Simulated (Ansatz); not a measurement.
Planning a run of Ansatz 0.2.0 on MoS2 (P6_3/mmc). The input:

```yaml
crystal:
  lattice:
    - [3.169, 0.0, 0.0]
    - [-1.5845, 2.7444345046, 0.0]
    - [0.0, 0.0, 12.324]
  atoms:
    - { symbol: Mo, position: [0.3333333333, 0.6666666667, 0.25] }
    - { symbol: Mo, position: [0.6666666667, 0.3333333333, 0.75] }
    - { symbol: S, position: [0.3333333333, 0.6666666667, 0.623] }
    - { symbol: S, position: [0.6666666667, 0.3333333333, 0.123] }
    - { symbol: S, position: [0.3333333333, 0.6666666667, 0.877] }
    - { symbol: S, position: [0.6666666667, 0.3333333333, 0.377] }
kpoints:
  mp_grid: { grid: [6, 6, 2] }
hamiltonian:
  xc: { exchange: pbe, correlation: pbe, exx: { coeff: 0.4 } }
scf:
  occupations: { method: fixed }
gw:
  n_empty_bands: 447
  ecut_chi: 150.0
  qp_bands: [v2, c2]
  qp_kpoints: band_edges
  screening: { model: contour_deformation }
```

The database entry behind the starting cell differs from later determinations by our own check (about 0.3 % long), so it need not match the best structure at ambient conditions.

```sh
ansatz run input.yaml --threads 3 --pin off --max-ram 92160MiB --backend cuda --events-out ev --progress --plain --runs-dir out --devices 1 --max-vram 13GiB  # rebuilt from the run's record
```

Q: Estimate wall time and host memory on 1 × NVIDIA H100 80GB HBM3 (shared by 6 runs) with 3 threads of AMD EPYC 7R13 (Zen 3), shared host.

It took 70 s; on shared hardware allow 35 s to 2.3 min. Peak host memory was 2.1 GiB. The sizes that set the cost: 2081 plane waves a state, 14 irreducible k points, 473 bands summed, 463 plane waves in the screening and 20 SCF cycles.

The screening grows as filled bands × empty bands × pairs of k points, times the square of the screening basis for the matrix.

[Paths, hosts, dates, memory and timing lines, banners, echoed tables and standing remarks are left out of the program output.]

[Logs are printed without paths, hosts, clocks, repeated set-up lines and the standing remarks that a program may print on its own settings, such as how far it seeks lower states.]

[Runs of the session that timed out or met a known fault of the program may be left out.]

[Cells called generated may have been cut or substituted from an entry of the Crystallography Open Database or the Materials Project.]

[Hosts, paths, dates, database ids (printed as entryN), source tags and the programs' standing remarks are cut or masked in the printed files.]
